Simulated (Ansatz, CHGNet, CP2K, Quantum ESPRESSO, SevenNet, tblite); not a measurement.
**Bulk modulus of glassy 43SiO2-23Al2O3-34BaO (mol %) (109 atoms) across programs**

How stiff is glassy 43SiO2-23Al2O3-34BaO (mol %) (109 atoms) under an even change of volume, and do other programs and learned potentials give the same pressure and slope as plane waves?

The results are calculated values.

### Step 1. The structure

The cell holds 109 atoms (15 Si, 16 Al, 12 Ba and 66 O), with edges of 11.62, 11.62 and 11.62 Å. Recipe: 109 atoms (15 Si, 16 Al, 12 Ba, 66 O) placed at random at 3.69 g/cm³, melted at 4000 K for 10 ps at fixed volume with the Morse and Coulomb pair potential with partial charges (Pedone, Malavasi, Menziani, Cormack and Segre, J. Phys. Chem. B 110, 11780 (2006)). Quenched from 4000 K to 300 K at 50 K/ps and fixed volume, held 10 ps at zero pressure. Then the atoms were relaxed with SevenNet 0 in the fixed cell.

Bonds by pair of elements; cutoffs follow the first minimum of g(r), held within bounds set by covalent radii, and pairs that aren't listed don't count as bonded:

```csv
pair A-B,cutoff (Å),bonds,mean length (Å),spread (Å),shortest (Å),B about A,A about B
O-Al,2.27,69,1.81,0.09,1.71,1.04,4.31
O-Si,2.08,60,1.65,0.032,1.56,0.909,4
O-Ba,3.43,95,2.88,0.232,2.43,1.44,7.92
```

The cutoff for O-Ba falls short of the minimum of g(r), so counts run low and odd coordinations can be artefacts.

### Step 2. The reference input

Quantum ESPRESSO 7.5: Kohn-Sham DFT, PBE, SSSP efficiency 1.3.0 pseudopotentials, plane waves. Its input, pw.in, for the unchanged cell:

```
&control
  calculation = 'scf'
  pseudo_dir = './pseudo'
  outdir = './tmp'
  disk_io = 'none'
  tprnfor = .true.
  tstress = .true.
/
&system
  ibrav = 0
  nat = 109
  ntyp = 4
  ecutwfc = 60
  ecutrho = 480
  nosym = .true.
  occupations = 'smearing'
  smearing = 'fd'
  degauss = 0.003675
/
&electrons
  conv_thr = 5.4e-07
  electron_maxstep = 100
  mixing_beta = 0.4
  mixing_mode = 'plain'
  diagonalization = 'david'
/
ATOMIC_SPECIES
Si 28.085 Si.upf
Al 26.982 Al.upf
Ba 137.327 Ba.upf
O 15.999 O.upf
CELL_PARAMETERS angstrom
11.62145 0.00000 0.00000
0.00000 11.62145 0.00000
0.00000 0.00000 11.62145
ATOMIC_POSITIONS crystal
Si 0.78380 0.19985 0.29397
Si 0.82255 0.80414 0.02324
Si 0.22433 0.07969 0.07397
Si 0.60347 0.83511 0.87739
[... 103 atom lines left out ...]
O 0.46748 0.05871 0.61628
O 0.19324 0.35766 0.89661
K_POINTS gamma
```

```console
$ OMP_NUM_THREADS=1 mpirun -np 4 pw.x -in pw.in > output.txt
```

It took 15 min on 4 MPI ranks of Arm Neoverse V1, shared host; peak memory 5.3 GiB; 59 min of CPU time.

It converged with an r.m.s. force component of 0.057 eV/Å and a pressure of 2.1 GPa.

### Step 3. Programs and settings

Every level solves the same cells as single points. CPU time is summed over a level's finished runs, on a host shared with the other runs, so it is rough; the force column is the median over cells of the r.m.s. difference of force components from the reference.

```
                   level                      basis or training data  k-points  runs finished  CPU time  peak memory (GiB)  force difference (meV/Å)
                 QE, PBE     plane waves, SSSP efficiency, 60/480 Ry         Γ         3 of 3     2.9 h                5.4                 reference
   CP2K double zeta, PBE  DZVP-MOLOPT-SR, GTH-PBE potentials, 600 Ry         Γ         3 of 3    22 min                7.3                       107
CP2K double zeta, PBEsol  DZVP-MOLOPT-SR, GTH-PBE potentials, 600 Ry         Γ         3 of 3    22 min                7.3                        87
  CP2K double zeta, RPBE  DZVP-MOLOPT-SR, GTH-PBE potentials, 600 Ry         Γ         3 of 3    23 min                7.3                       157
            CHGNet 0.3.0          trained on PBE(+U) plane-wave data         -         3 of 3      14 s                1.4                        90
              SevenNet 0          trained on PBE(+U) plane-wave data         -         3 of 3      27 s                1.1                        55
```

Runs without a converged result: tblite GFN1-xTB, 3 single points (refused). A level enters a table below only where it finished every cell that the table needs.

The reference's own r.m.s. force component runs from 56 to 57 meV/Å over these cells. SevenNet 0 relaxed the atoms, so in the cells that it relaxed its own forces are small, and its entry isn't an independent test there.

### Step 4. Pressure against volume

The cell is scaled evenly, and at each volume SevenNet 0 relaxes the atoms again before the single points. The unchanged volume is 14.400 Å³ an atom. Pressures in GPa:

```csv
level,-3 %,0,+3 %
"QE, PBE",4.20,2.06,0.23
"CP2K double zeta, PBE",4.51,2.37,0.53
"CP2K double zeta, PBEsol",2.87,0.83,-0.91
"CP2K double zeta, RPBE",6.16,3.95,2.05
CHGNet 0.3.0,4.07,2.03,0.29
SevenNet 0,4.15,2.07,0.26
```

Energy less that of the unchanged cell at the same level, in meV an atom:

```csv
level,-3 %,+3 %
"QE, PBE",8.40,-3.54
"CP2K double zeta, PBE",8.25,-3.42
"CP2K double zeta, PBEsol",3.08,0.97
"CP2K double zeta, RPBE",12.91,-7.72
CHGNet 0.3.0,7.47,-2.95
SevenNet 0,8.25,-3.34
```

### Step 5. Moduli

From the three volumes nearest the unchanged one: B from the slope of pressure against ln V and from the curvature of the energy, the pressure that the slope of the energy implies, and the volume change at which the printed pressure crosses zero (a dash if it doesn't within the range).

```csv
level,B from pressures (GPa),B from energies (GPa),printed pressure (GPa),pressure from energies (GPa),zero pressure at (%)
"QE, PBE",66.3,60.1,2.06,2.22,-
"CP2K double zeta, PBE",66.3,59.7,2.37,2.16,-
"CP2K double zeta, PBEsol",63.0,50.1,0.83,0.39,+1.4
"CP2K double zeta, RPBE",68.6,64.2,3.95,3.83,-
CHGNet 0.3.0,63.0,55.9,2.03,1.93,-
SevenNet 0,64.9,60.7,2.07,2.15,-
```

As a check by hand on the reference: from -3 to +3 % the pressure falls by 3.98 GPa while ln V grows by 0.0600, a ratio of 66.2 GPa.

Gap between the highest filled and the lowest empty level on the runs' k-points, in eV:

```csv
level,-3 %,0,+3 %
"QE, PBE",3.75,3.62,3.52
"CP2K double zeta, PBE",3.72,3.57,3.46
"CP2K double zeta, PBEsol",3.60,3.47,3.36
"CP2K double zeta, RPBE",3.91,3.77,3.66
```

### Step 6. What came out

The plane-wave reference (PBE) gives a bulk modulus of 66.3 GPa from its pressures, at a volume where its pressure is 2.06 GPa, and the pressure stays positive over the whole range. Other programs at PBE: CP2K double zeta, PBE 66.3 GPa (+0 %); its pressure lies +0.31 GPa from the reference's. Other functionals: CP2K double zeta, PBEsol 63.0 GPa (-5 %) and CP2K double zeta, RPBE 68.6 GPa (+4 %); their pressures lie -1.23 to +1.89 GPa from the reference's.

Learned potentials: CHGNet 0.3.0 63.0 GPa (-5 %) and SevenNet 0 64.9 GPa (-2 %); their pressures lie -0.03 to +0.01 GPa from the reference's. The moduli are read at one volume but at unlike pressures, and a cell under tension is as a rule softer than one under compression. All slopes lie within 5 % of the reference's, while the pressures at one volume spread over 3.1 GPa, so the levels would settle at unlike volumes. Moduli from the energies run from 50 to 64 GPa and part from those from pressures by as much as -20 % (CP2K double zeta, PBEsol); they rest on small differences of energy, and for levels other than SevenNet 0 they hold the work of leftover forces. The reference's gap falls as the cell grows, from 3.75 eV at -3 % to 3.52 eV at +3 %.

Caveats: The atoms follow SevenNet 0, not each level's own minimum, so these moduli only approach relaxed ones and hang on that choice. Three points at finite strain give rough moduli, at the given volume rather than at zero pressure. Pressures at a fixed plane-wave cutoff or in a small atom-centred basis hold some basis error. The quench rate of 50 K/ps is many orders above laboratory rates, so the cell is likely richer in defects and strain than a real sample. The reference samples only Γ, in a cell whose shortest periodic width is 12 Å. Spin–orbit coupling is left out, which matters for the levels of the heavy elements. The reference isn't exact: its cutoffs and mesh weren't converged further here. Where levels are smeared, the DFT runs use Fermi–Dirac occupations at 580 K (0.05 eV), and energies are free energies.

[Logs are printed without paths, hosts, clocks, repeated set-up lines and the standing remarks that a program may print on its own settings, such as how far it seeks lower states.]

[Hosts, paths, dates, database ids (printed as entryN), source tags and the programs' standing remarks are cut or masked in the printed files.]
